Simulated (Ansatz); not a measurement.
# CrRhS4: relaxing a made-up structure

Starting from a made-up structure for CrRhS4, the aim is the relaxed cell, its shortest contacts and, where a second run follows, its electronic structure.

Calculated with Ansatz 0.2.0; DFT, PBEsol, plane-wave PAW, files of the set soft_1, scalar-relativistic, ferromagnetic start, cell and ions relaxed at zero pressure; PAW set soft_1, in the first sound run; inputs show where later runs differ.

## Step 1: The structure

Symmetry: P2/m, No. 10, monoclinic system. Conventional cell: a = 6.217 Å, b = 3.665 Å, c = 6.239 Å, α = 90.00°, β = 110.03°, γ = 90.00°. Nearest to Rh lie 6 S at 2.34 to 2.41 Å. Cr has 6 S at 2.35 to 2.42 Å nearest. S has 1 Rh at 2.34 Å and 2 Cr at 2.42 Å nearest. S has 1 Cr at 2.35 Å and 2 Rh at 2.41 Å nearest. Farther neighbours and most contacts between anions are not listed.

## Step 2: Relaxation of the guess

The guessed cell has no reason to be at equilibrium. It is relaxed with the atoms, within the space group of the guess.

input.yaml reads:

```yaml
crystal:
  lattice:
    - [6.217, 0.0, 0.0]
    - [0.0, 3.665, 0.0]
    - [-2.136933106, 0.0, 5.861624169]
  atoms:
    - { symbol: Rh, position: [0.5, 0.0, 0.5], spin: 0.6 }
    - { symbol: Cr, position: [0.5, 0.5, 0.0], spin: 3.0 }
    - { symbol: S, position: [0.3014, 0.0, 0.7584] }
    - { symbol: S, position: [0.3038, 0.5, 0.2622] }
    - { symbol: S, position: [0.6962, 0.5, 0.7378] }
    - { symbol: S, position: [0.6986, 0.0, 0.2416] }
magnetization:
  spin_polarized: true
kpoints:
  mp_grid: { grid: [5, 7, 5] }
scf:
  occupations: { method: fermi_dirac, width: 0.05 }
hamiltonian:
  xc: pbesol
  pseudopotentials: { kind: paw, azcp: { folder: soft_1 }, xc_functional: pbe }
relax:
  f_tol: 0.015
  max_steps: 70
  cell: {}
output:
  forces: true
  stress: true
```

Started as:

```bash
$ ansatz run input.yaml --threads 4 --pin off --max-ram 10240MiB --backend cpu --events-out ev --progress --plain --runs-dir out
```

Numbers of over 12 decimals in the logs are rounded to 6 here.

Output:

```text
Engine: ansatz 0.2.0, aarch64-unknown-linux-gnu
Pseudopotentials: kind: paw
Pseudopotential: Rh, paw, valence charge 17, recommended cutoff 420 eV (normal), soft_1/Rh.paw.azcp
Pseudopotential: Cr, paw, valence charge 14, recommended cutoff 420 eV (normal), soft_1/Cr.paw.azcp
Pseudopotential: S, paw, valence charge 6, recommended cutoff 420 eV (normal), soft_1/S.paw.azcp
Functional definition: PBEsol
  exchange = pbesol_x
  correlation = pbesol_c
Crystal: 6 atoms, lattice volume = 133.559 Å³
Basis set: ecut = 420 eV, 2587 PW (Γ), exchange–correlation on 90×50×90 points (8 copies of the dense FFT grid, shifted against one another)
Bands: 36, of which v1, the nominal top of the filled ones, is band 28 counted from 1 (27 counted from 0)
Symmetry: 4 space group operations
Space group: P2/m (ITA 10), of the structure as read, at distance tolerance 5.1e-5 Å
Magnetic group: BNS 10.42 (UNI 49), of the structure as read, at distance tolerance 5.1e-5 Å
k-points: 52 of 175
Non-local potential: Rh, projectors of the file, l = 0: 3, l = 1: 2, l = 2: 2, l = 3: 1
Non-local potential: Cr, projectors of the file, l = 0: 3, l = 1: 2, l = 2: 3, l = 3: 1
Non-local potential: S, projectors of the file, l = 0: 2, l = 1: 2, l = 2: 1
PAW form: soft (Blöchl's): semilocal exchange-correlation on the pseudo side does not see the compensation charge
PAW frozen core: Rh, regenerated for the run's functional, and the local potential with it (the file was generated under x = pbe(κ = 0.804, μ = 0.219515), c = pbe(β = 0.066725))
PAW frozen core: Cr, regenerated for the run's functional, and the local potential with it (the file was generated under x = pbe(κ = 0.804, μ = 0.219515), c = pbe(β = 0.066725))
PAW frozen core: S, regenerated for the run's functional, and the local potential with it (the file was generated under x = pbe(κ = 0.804, μ = 0.219515), c = pbe(β = 0.066725))
PAW one-centre angular grid: Rh, 590 points (default); XC on 64 Gauss nodes
PAW one-centre angular grid: Cr, 590 points (default); XC on 64 Gauss nodes
PAW one-centre angular grid: S, 110 points (default); XC on 64 Gauss nodes
Initial density: superposition of atomic densities (chi_scale 0.1, normalization cell, long waves kept (reshape's long-wave potential 0.09 eV rms))
Starting moments: Σ|m| = 3.6 μB on 2 of 6 sites
Initial wavefunctions: pseudopotential atomic-orbital guess
Functional: x = pbesol(κ = 0.804, μ = 0.123457), c = pbesol(β = 0.046)
SCF iter   1: F=—  HF=-13231.734327 eV  |F-HF|=—  |Δ(HF+E_count)|=         —  Δρ=4.88e-2 (↑4.88e-2 ↓4.54e-2)  dr2=2.09e1  dr2_m=1.50e-1  M=3.229 μB ∫|m|=3.525 μB  β_m=0.30  ethr=3.10e-3  ⟨swp⟩=9.0  Hψ=19398  notcnv=0
Mixer restart at iter 1: flushing history
preconditioner: auto → Kerker (q_TF=auto, 2.353 Å⁻¹)  [metal: Δε(μ)=0.003 eV  Ē_g=7.824 eV  σ=0.050 eV  W_gap=0.02  n_scr=30 (ndim 8)  ℏωp=20.1 eV  f_vac=0.095  D(μ)=6.16/eV (n_scr^D=56)]
spin=Collinear: Kerker preconditioning applied to the charge; magnetization (m = ρ↑ − ρ↓) channel mixes plain (no charge-response kernel on spin).
SCF iter   2: F=—  HF=-13230.086534 eV  |F-HF|=—  |Δ(HF+E_count)|=    1.65e0  Δρ=2.53e-2 (↑2.53e-2 ↓2.33e-2)  dr2=6.00e0  dr2_m=7.31e-2  M=3.094 μB ∫|m|=3.465 μB  β_m=0.43  ethr=3.10e-3  ⟨swp⟩=3.0  Hψ=8346  notcnv=0  defer=204
SCF iter   3: F=—  HF=-13229.163713 eV  |F-HF|=—  |Δ(HF+E_count)|=   9.23e-1  Δρ=1.17e-2 (↑9.52e-3 ↓1.17e-2)  dr2=5.92e-1  dr2_m=2.10e-2  M=2.772 μB ∫|m|=3.324 μB  β_m=0.72  ethr=3.10e-3  ⟨swp⟩=3.0  Hψ=7344  notcnv=0  defer=208
SCF iter   4: F=—  HF=-13229.293811 eV  |F-HF|=—  |Δ(HF+E_count)|=   1.30e-1  Δρ=4.47e-3 (↑3.19e-3 ↓4.47e-3)  dr2=9.52e-2  dr2_m=9.50e-3  M=2.351 μB ∫|m|=3.230 μB  β_m=0.80  ethr=1.08e-3  ⟨swp⟩=2.0  Hψ=7329  notcnv=0  defer=208
SCF iter   5: F=—  HF=-13229.341309 eV  |F-HF|=—  |Δ(HF+E_count)|=         —  Δρ=6.36e-3 (↑5.42e-3 ↓6.36e-3)  dr2=4.61e-2  dr2_m=3.78e-2  M=1.843 μB ∫|m|=3.250 μB  β_m=0.80  ethr=1.73e-4  ⟨swp⟩=2.8  Hψ=6120  notcnv=0  defer=208
Mixer restart at iter 5: flushing history
SCF iter   6: F=—  HF=-13229.338586 eV  |F-HF|=—  |Δ(HF+E_count)|=   2.72e-3  Δρ=3.64e-3 (↑3.64e-3 ↓2.04e-3)  dr2=1.89e-2  dr2_m=7.23e-3  M=1.783 μB ∫|m|=3.368 μB  β_m=0.86  ethr=8.38e-5  ⟨swp⟩=2.9  Hψ=6836  notcnv=0  defer=208
SCF iter   7: F=—  HF=-13229.340893 eV  |F-HF|=—  |Δ(HF+E_count)|=   2.31e-3  Δρ=2.71e-3 (↑2.71e-3 ↓1.30e-3)  dr2=1.51e-2  dr2_m=2.68e-3  M=1.715 μB ∫|m|=3.356 μB  β_m=0.76  ethr=3.44e-5  ⟨swp⟩=2.2  Hψ=7452  notcnv=0  defer=208
SCF iter   8: F=—  HF=-13229.339925 eV  |F-HF|=—  |Δ(HF+E_count)|=   9.68e-4  Δρ=1.04e-3 (↑1.04e-3 ↓3.09e-4)  dr2=3.92e-3  dr2_m=3.53e-4  M=1.709 μB ∫|m|=3.424 μB  β_m=0.87  ethr=2.75e-5  ⟨swp⟩=2.0  Hψ=7019  notcnv=0  defer=208
SCF iter   9: F=—  HF=-13229.340440 eV  |F-HF|=—  |Δ(HF+E_count)|=   5.15e-4  Δρ=2.74e-4 (↑2.74e-4 ↓2.52e-4)  dr2=8.36e-4  dr2_m=2.40e-6  M=1.698 μB ∫|m|=3.422 μB  β_m=0.86  ethr=7.12e-6  ⟨swp⟩=2.6  Hψ=5888  notcnv=0  defer=208
SCF iter  10: F=—  HF=-13229.340747 eV  |F-HF|=—  |Δ(HF+E_count)|=   3.08e-4  Δρ=4.49e-4 (↑4.49e-4 ↓1.06e-4)  dr2=5.16e-4  dr2_m=5.24e-5  M=1.692 μB ∫|m|=3.422 μB  β_m=0.93  ethr=1.52e-6  ⟨swp⟩=2.0  Hψ=5534  notcnv=0  defer=208
SCF iter  11: F=—  HF=-13229.340845 eV  |F-HF|=—  |Δ(HF+E_count)|=   9.73e-5  Δρ=7.39e-5 (↑7.39e-5 ↓4.40e-5)  dr2=3.70e-5  dr2_m=1.53e-6  M=1.694 μB ∫|m|=3.423 μB  β_m=0.97  ethr=9.37e-7  ⟨swp⟩=2.3  Hψ=5297  notcnv=0  defer=208
SCF iter  12: F=—  HF=-13229.340878 eV  |F-HF|=—  |Δ(HF+E_count)|=   3.31e-5  Δρ=4.14e-5 (↑4.14e-5 ↓2.08e-5)  dr2=7.32e-6  dr2_m=3.42e-7  M=1.694 μB ∫|m|=3.425 μB  β_m=0.98  ethr=6.73e-8  ⟨swp⟩=2.0  Hψ=5564  notcnv=0  defer=208
SCF iter  13: F=—  HF=-13229.340881 eV  |F-HF|=—  |Δ(HF+E_count)|=   3.54e-6  Δρ=4.45e-5 (↑4.45e-5 ↓6.21e-6)  dr2=3.78e-6  dr2_m=6.82e-7  M=1.693 μB ∫|m|=3.424 μB  β_m=0.99  ethr=1.33e-8  ⟨swp⟩=2.0  Hψ=5430  notcnv=0  defer=208
SCF iter  14: F=—  HF=-13229.340881 eV  |F-HF|=—  |Δ(HF+E_count)|=   2.19e-7  Δρ=2.77e-5 (↑2.77e-5 ↓4.22e-6)  dr2=1.45e-6  dr2_m=2.05e-7  M=1.694 μB ∫|m|=3.424 μB  β_m=0.93  ethr=6.87e-9  ⟨swp⟩=1.0  Hψ=3746  notcnv=0  defer=208
SCF iter  15: F=—  HF=-13229.340881 eV  |F-HF|=—  |Δ(HF+E_count)|=   4.77e-8  Δρ=4.14e-6 (↑4.14e-6 ↓2.03e-6)  dr2=7.39e-8  dr2_m=3.40e-9  M=1.694 μB ∫|m|=3.424 μB  β_m=0.97  ethr=2.63e-9  ⟨swp⟩=2.2  Hψ=5084  notcnv=0  defer=208
SCF iter  16: F=-13229.340881 eV  HF=-13229.340881 eV  |F-HF|=1.96e-8  |Δ(HF+E_count)|=   3.83e-8  Δρ=2.77e-6 (↑2.77e-6 ↓1.25e-6)  dr2=4.81e-8  dr2_m=1.36e-9  M=1.694 μB ∫|m|=3.424 μB  ethr=1.34e-10  ⟨swp⟩=2.8  Hψ=12522  notcnv=0
[...]
relax step   6: F+E_penalty+E_count = -13230.20927179 eV  Δ(F+E_penalty+E_count) = -7.127e-4 eV  max|allowed force component| = 3.176e-3 eV/Å  Δτ_max = 0.0089 Å  P = -0.013 GPa  Ω = 103.592 Å³  energy of the carried Pulay correction = +7.270e-3 eV  (9 SCF iters, dr2 threshold 1.46e-7 eV, accepted)
Basis set: ecut = 420 eV, 2045 PW (Γ), exchange–correlation on 80×48×80 points (8 copies of the dense FFT grid, shifted against one another)
Initial wavefunctions: pseudopotential atomic-orbital guess (no wavefunctions were taken with the density)
iter 1 solved again at ethr=2.52e-6 eV; its pass at ethr=3.10e-3 eV (dr2=1.39e-3 eV) is discarded
SCF iter   1: F=—  HF=-13230.203395 eV  |F-HF|=—  |Δ(HF+E_count)|=         —  Δρ=3.31e-4 (↑3.31e-4 ↓1.89e-4)  dr2=2.19e-4  dr2_m=1.61e-5  M=1.940 μB ∫|m|=2.802 μB  β_m=0.65  ethr=2.52e-6  ⟨swp⟩=3.3  Hψ=27885  notcnv=0
preconditioner: auto → Kerker (q_TF=auto, 1.959 Å⁻¹)  [metal: Δε(μ)=0.004 eV  Ē_g=8.224 eV  σ=0.050 eV  W_gap=0.02  n_scr=10 (ndim 8)  ℏωp=22.8 eV  f_vac=0.012  D(μ)=5.85/eV (n_scr^D=56)]
spin=Collinear: Kerker preconditioning applied to the charge; magnetization (m = ρ↑ − ρ↓) channel mixes plain (no charge-response kernel on spin).
SCF iter   2: F=—  HF=-13230.203302 eV  |F-HF|=—  |Δ(HF+E_count)|=   9.37e-5  Δρ=1.07e-4 (↑1.07e-4 ↓7.71e-5)  dr2=1.31e-5  dr2_m=1.96e-6  M=1.941 μB ∫|m|=2.804 μB  β_m=0.45  ethr=3.98e-7  ⟨swp⟩=2.7  Hψ=6399  notcnv=0
SCF iter   3: F=—  HF=-13230.203323 eV  |F-HF|=—  |Δ(HF+E_count)|=   2.09e-5  Δρ=4.55e-5 (↑4.55e-5 ↓4.34e-5)  dr2=2.15e-6  dr2_m=3.01e-7  M=1.941 μB ∫|m|=2.804 μB  β_m=0.63  ethr=2.38e-8  ⟨swp⟩=2.0  Hψ=6477  notcnv=0
SCF iter   4: F=—  HF=-13230.203352 eV  |F-HF|=—  |Δ(HF+E_count)|=   2.94e-5  Δρ=6.19e-5 (↑6.19e-5 ↓2.20e-5)  dr2=9.01e-6  dr2_m=8.60e-7  M=1.943 μB ∫|m|=2.805 μB  β_m=0.81  ethr=3.92e-9  ⟨swp⟩=2.0  Hψ=6535  notcnv=0  recentre
SCF iter   5: F=—  HF=-13230.203364 eV  |F-HF|=—  |Δ(HF+E_count)|=   1.18e-5  Δρ=5.52e-5 (↑5.52e-5 ↓2.39e-5)  dr2=9.55e-6  dr2_m=5.98e-7  M=1.943 μB ∫|m|=2.805 μB  β_m=0.91  ethr=3.92e-9  ⟨swp⟩=2.0  Hψ=6109  notcnv=0
SCF iter   6: F=—  HF=-13230.203371 eV  |F-HF|=—  |Δ(HF+E_count)|=   7.50e-6  Δρ=4.86e-5 (↑4.86e-5 ↓1.56e-5)  dr2=5.83e-6  dr2_m=4.96e-7  M=1.944 μB ∫|m|=2.805 μB  β_m=0.94  ethr=3.92e-9  ⟨swp⟩=2.7  Hψ=6874  notcnv=0
SCF iter   7: F=—  HF=-13230.203377 eV  |F-HF|=—  |Δ(HF+E_count)|=   5.76e-6  Δρ=5.36e-6 (↑5.36e-6 ↓2.65e-6)  dr2=6.35e-8  dr2_m=6.60e-9  M=1.944 μB ∫|m|=2.805 μB  β_m=0.97  ethr=3.92e-9  ⟨swp⟩=3.1  Hψ=7324  notcnv=0
SCF iter   8: F=—  HF=-13230.203377 eV  |F-HF|=—  |Δ(HF+E_count)|=   1.01e-8  Δρ=9.24e-7 (↑9.24e-7 ↓5.29e-7)  dr2=3.37e-9  dr2_m=1.46e-10  M=1.945 μB ∫|m|=2.805 μB  β_m=0.98  ethr=1.15e-10  ⟨swp⟩=3.3  Hψ=8155  notcnv=0
SCF iter   9: F=—  HF=-13230.203377 eV  |F-HF|=—  |Δ(HF+E_count)|=   6.04e-9  Δρ=2.31e-7 (↑2.31e-7 ↓2.04e-7)  dr2=3.14e-10  dr2_m=2.95e-12  M=1.945 μB ∫|m|=2.805 μB  β_m=0.99  ethr=6.12e-12  ⟨swp⟩=2.8  Hψ=7038  notcnv=0
SCF iter  10: F=—  HF=-13230.203377 eV  |F-HF|=—  |Δ(HF+E_count)|=  3.71e-10  Δρ=3.00e-7 (↑3.00e-7 ↓6.47e-8)  dr2=1.98e-10  dr2_m=1.82e-11  M=1.945 μB ∫|m|=2.805 μB  β_m=1.00  ethr=1.00e-12  ⟨swp⟩=2.9  Hψ=7707  notcnv=0
SCF iter  11: F=—  HF=-13230.203377 eV  |F-HF|=—  |Δ(HF+E_count)|=  1.02e-10  Δρ=6.85e-8 (↑6.85e-8 ↓4.53e-8)  dr2=1.91e-11  dr2_m=8.50e-13  M=1.945 μB ∫|m|=2.805 μB  β_m=0.94  ethr=1.00e-12  ⟨swp⟩=2.0  Hψ=6092  notcnv=0
SCF iter  12: F=—  HF=-13230.203377 eV  |F-HF|=—  |Δ(HF+E_count)|=  5.46e-12  Δρ=5.14e-8 (↑5.14e-8 ↓2.10e-8)  dr2=6.58e-12  dr2_m=4.54e-13  M=1.945 μB ∫|m|=2.805 μB  β_m=0.97  ethr=1.00e-12  ⟨swp⟩=1.5  Hψ=3871  notcnv=0
SCF iter  13: F=—  HF=-13230.203377 eV  |F-HF|=—  |Δ(HF+E_count)|=  7.28e-12  Δρ=1.54e-8 (↑1.54e-8 ↓1.21e-8)  dr2=1.08e-12  dr2_m=5.54e-14  M=1.945 μB ∫|m|=2.805 μB  β_m=0.99  ethr=1.00e-12  ⟨swp⟩=1.0  Hψ=3744  notcnv=0
SCF iter  14: F=-13230.203377 eV  HF=-13230.203377 eV  |F-HF|=3.46e-11  |Δ(HF+E_count)|=    0.00e0  Δρ=1.04e-7 (↑1.04e-7 ↓4.52e-8)  dr2=3.46e-11  dr2_m=1.56e-12  M=1.945 μB ∫|m|=2.805 μB  ethr=1.00e-12  ⟨swp⟩=2.4  Hψ=9609  notcnv=0
SCF 7 converged in 14 iterations: F = -13230.203377 eV  dr2 = 3.46e-11
relax step   7: F+E_penalty+E_count = -13230.20337705 eV  Δ(F+E_penalty+E_count) = +5.895e-3 eV  max|allowed force component| = 2.829e-3 eV/Å  Δτ_max = 0.0000 Å  P = -0.017 GPa  Ω = 103.592 Å³  stress off target by 4.71e-2 GPa  SCF on the basis re-selected at this cell (its energy is not comparable with the rows above)  (14 SCF iters)
basis re-selected at this cell: Δ(F+E_penalty+E_count) = +5.895e-3 eV, ΔP = -0.004 GPa vs the last step (what re-selecting the basis moved, of the pressure what is left beyond the Pulay correction that the steps carried, after the strain that the cell walked since its last selection, with what the two solves' SCF thresholds leave and, on support functions, any second-order correction that the steps lacked; it is no measure of the basis error at this ecutwfc). The dense FFT grid was sized anew with the basis: this SCF ran on 40×24×40 points, the steps before it on 45×25×45, so part of this shift can come from that change (see relax.cell in the input reference). [rest of the remark cut]
SCF converged after 14 iterations
Magnetization: 1.9445 μB (28.4723 up, 26.5277 down)
Absolute magnetization: 2.8064 μB (∫|ρ↑−ρ↓|, with the PAW one-centre terms)
Spin contamination: 0.3595 ħ² per cell (⟨S²⟩ above its minimum at these occupations)
Per-site moments (μB) at R_I (Å): [(0.068753, 0.967944), (2.005718, 0.955944), (-0.087377, 0.960398), (-0.070832, 0.955944), (-0.070832, 0.955944), (-0.087377, 0.960398)]
Free energy (F): -13230.203377 eV
Harris-Foulkes:  -13230.203377 eV  (|F-HF|=3.46e-11)
Internal energy: -13230.156029 eV  (E = F + TS)
E sigma→0 (E₀):  -13230.179703 eV
Entropy (-TS):   -0.047348 eV (-7.891 meV/atom)
Fermi energy:    9.487243 eV
--- Per-component energies (eV) ---
  E_band       = -509.771771
  E_kinetic    = 1259.583309
  E_local      = -5650.595627  (includes V_loc(G=0)·N_el)
  E_nonlocal   = 485.455134
  E_hartree    = 2361.445682
  E_xc         = -666.231841
  E_vxc        = -728.131386  (∫ρ·V_xc dr)
  E_paw        = -7101.120784  (= ΣΔE_a)
  E_vpaw       = -598.975428  (= ΣTr[D̂ρ^β])
  E_aug_tail   = 0.000923  (compensation charges beyond the density's cutoff)
  E_ewald      = -3919.376823
  E_core_change = 0.683998  (= ΣΔE_core)
  E_smearing   = -0.047348  (= −TS)
  E_closure    = -0.000000  (closes the sum)
  Σ components = -13230.203377   (vs F -13230.203377, Δ=0.00e0)
--- Forces (eV/Å), atoms counted from 1 ---
  atom   1  Rh     0.00000000     0.00000000     0.00000000
  atom   2  Cr     0.00000000     0.00000000    -0.00000000
  atom   3  S      0.00085938     0.00000000    -0.00282925
  atom   4  S      0.00214728     0.00000000     0.00197627
  atom   5  S     -0.00214728    -0.00000000    -0.00197627
  atom   6  S     -0.00085938    -0.00000000     0.00282925
  max |Σ_I F_I| component: 4.34e-19 eV/Å
--- Stress (GPa, compression-positive) ---
       -0.044669       0.000000       0.008687
        0.000000       0.010614       0.000000
        0.008687       0.000000      -0.015911
  P = ⅓ Tr σ = -0.0167 GPa (-0.167 kbar)
--- Relaxed structure (6 steps of the walk, 6 accepted, 1 SCFs on fresh bases) ---
  F+E_penalty+E_count = -13230.20337705 eV   max|allowed force component| = 2.829e-3 eV/Å   (the final SCF, on the basis selected at the relaxed cell)
  cell:  # Å, volume = 103.5917 Å³
    - [5.873971, 5.570343853376949e-17, 0.055839]
    - [3.2837880364527134e-17, 3.369223, 6.567576072905429e-17]
    - [-1.966379, 8.589202530015283e-17, 5.215668]
  atoms:
    - { symbol: Rh, position: [0.5, 0, 0.500000] }
    - { symbol: Cr, position: [0.5, 0.500000, 0.0] }
    - { symbol: S, position: [0.254113, 0, 0.756235] }
    - { symbol: S, position: [0.253917, 0.500000, 0.247797] }
    - { symbol: S, position: [0.746083, 0.500000, 0.752203] }
    - { symbol: S, position: [0.745887, 0, 0.243765] }
```

Run time: 50 s. Hardware: 4 threads of Arm Neoverse V2, shared host; peak memory 0.71 GiB.

Step by step:

```csv
step,energy less that of the first step (eV),largest force component (eV/Å),pressure (GPa),volume (Å³)
1,0.0000,0.4525,-6.58,133.56
2,-0.5514,0.3466,-2.72,119.59
3,-0.8447,0.1089,-1.65,107.69
4,-0.8641,0.0327,0.68,102.62
5,-0.8677,0.0227,0.11,103.90
6,-0.8684,0.0032,-0.01,103.59
7*,-0.8625,0.0028,-0.02,103.59
```

Relaxation steps marked * repeat the geometry before them on a plane-wave basis chosen anew for their cell, so energy and pressure can jump there.

The run keeps the 4 symmetry operations that it works with, so distortions that break them were not tested.

```csv
cell as run,before,after,change
a (Å),6.217,5.874,-5.5 %
b (Å),3.665,3.369,-8.1 %
c (Å),6.239,5.574,-10.7 %
β (°),110.03,110.11,+0.1 %
volume (Å³/atom),22.26,17.27,-22.4 %
```

The atoms that moved most (Å, as changes of fractional coordinates times the final cell):

```csv
atom,dx,dy,dz,length
S5,0.265,0.000,0.078,0.276
S4,-0.265,0.000,-0.078,0.276
S6,0.274,0.000,0.014,0.274
S3,-0.274,0.000,-0.014,0.274
```

Final coordinates:

```xyz
6
Lattice="5.8740 0.0000 0.0558 0.0000 3.3692 0.0000 -1.9664 0.0000 5.2157" Properties=species:S:1:pos:R:3 pbc="T T T"
Rh    1.9538    0.0000    2.6358
Cr    2.9370    1.6846    0.0279
S     0.0056    0.0000    3.9585
S     1.0042    1.6846    1.3066
S     2.9034    1.6846    3.9649
S     3.9020    0.0000    1.3130
```

This step gave:

| Property | Result |
| --- | --- |
| free energy | -13230.2034 eV |
| energy at zero smearing | -13230.1797 eV |
| smearing term TS | 0.04735 eV |
| Fermi energy | 9.487 eV |
| magnetization | 1.945 μB |
| absolute magnetization | 2.806 μB |
| site moments | 0.06875, 2.006, -0.08738, -0.07083, -0.07083, -0.08738 μB |
| electrons | 55 |
| symmetry operations | 4 |
| pressure | -0.01666 GPa |

Site moment by atom:

```csv
atom,site moment (μB)
Rh1,0.07
Cr2,2.01
S3,-0.09
S4,-0.07
S5,-0.07
S6,-0.09
```

The shortest distance of each pair, which need not be the same contact before and after:

```csv
pair,guess (Å),relaxed (Å)
Cr–S,2.352,2.317
Rh–S,2.342,2.347
S–S,3.101,3.214
Cr–Rh,3.618,3.257
Rh–Rh,3.665,3.369
```

The relaxation ends with a largest force component of 0.0028 eV/Å and a pressure of -0.02 GPa.

(Continued in part 2 of 2.)

[Logs are printed without paths, hosts, clocks, repeated set-up lines and the standing remarks that a program may print on its own settings, such as how far it seeks lower states.]

[Hosts, paths, dates, database ids (printed as entryN), source tags and the programs' standing remarks are cut or masked in the printed files.]
